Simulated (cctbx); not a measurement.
**Mn4Zn2CuS8: as given, inverted or twinned?**

Space group Cm (no. 8), a = 13.8694 Å, b = 7.0520 Å, c = 7.0720 Å, α = 90.00°, β = 120.63°, γ = 90.00°.

| atom | mult. | x | y | z | Ueq (Å²) |
| --- | --- | --- | --- | --- | --- |
| Zn1 | 2 | 0.6569 | 0 | 0.4099 | 0.0094 |
| Zn2 | 2 | 0.8632 | 1/2 | 0.6153 | 0.0079 |
| Cu1 | 2 | 0.9004 | 1/2 | 0.1509 | 0.0108 |
| Mn1 | 2 | 0.9868 | 0 | 0.9893 | 0.0103 |
| Mn2 | 4 | 0.7065 | 0.7588 | 0.9605 | 0.0096 |
| Mn3 | 2 | 0.9918 | 0 | 0.4961 | 0.0145 |
| S1 | 2 | 0.7650 | 0 | 0.2383 | 0.0106 |
| S2 | 4 | 0.5302 | 0.7316 | 0.2864 | 0.0162 |
| S3 | 2 | 0.7715 | 0 | 0.7945 | 0.0106 |
| S4 | 2 | 0.7466 | 1/2 | 0.7722 | 0.0114 |
| S5 | 4 | 0.9952 | 0.7634 | 0.7520 | 0.0132 |
| S6 | 2 | 0.7477 | 1/2 | 0.2296 | 0.0141 |

This is a model crystal, built by substitution and not relaxed, with assumed displacement parameters.

Data sets are simulated with cctbx and refined with Bijvoet mates kept apart; Flack x is then fitted as the share of an inverted twin with the atoms fixed, Hooft y from the Bijvoet differences. The group is acentric but holds improper operations, so there is an absolute structure (orientation) and no hand.

Untwinned crystal. What Flack and Hooft values should come out?

| λ (Å) | extinction (unmodelled) | d min (Å) | top counts | error (%) | model | R1 | Flack x | s.u. | Hooft y | s.u. | pairs |
| --- | --- | --- | --- | --- | --- | --- | --- | --- | --- | --- | --- |
| 0.71073 | 0.1 | 0.77 | 40000 | 3 | as given | 0.0139 | -0.012 | 0.008 | 0.010 | 0.011 | 703 |
| 0.71073 | 0.1 | 0.77 | 40000 | 3 | inverted | 0.0345 | 0.980 | 0.01 | 1.009 | 0.011 | 703 |
| 1.54184 | 0 | 0.83 | 20000 | 2 | as given | 0.0195 | 0.002 | 0.006 | 0.007 | 0.005 | 574 |

With Mo Kα, x is within 3 s.u. of 0, so the absolute structure is right. With Cu Kα, x is within 3 s.u. of 0, so the absolute structure is right. Inverting the model turns x into about 1 − x.

A further crystal gives:

```
  λ (Å)  extinction (unmodelled)  d min (Å)  top counts  error (%)     model      R1  Flack x  s.u.  Hooft y   s.u.  pairs
0.71073                        0       0.77       40000          2  as given  0.0165    0.297  0.01    0.305  0.011    690
```

**Question.** What is it?

It was simulated as an inversion twin with a fraction 0.3 of the inverted domain. Flack x is over 3 s.u. from both 0 and 1 and reads that fraction.

[Logs are printed without paths, hosts, clocks, repeated set-up lines and the standing remarks that a program may print on its own settings, such as how far it seeks lower states.]
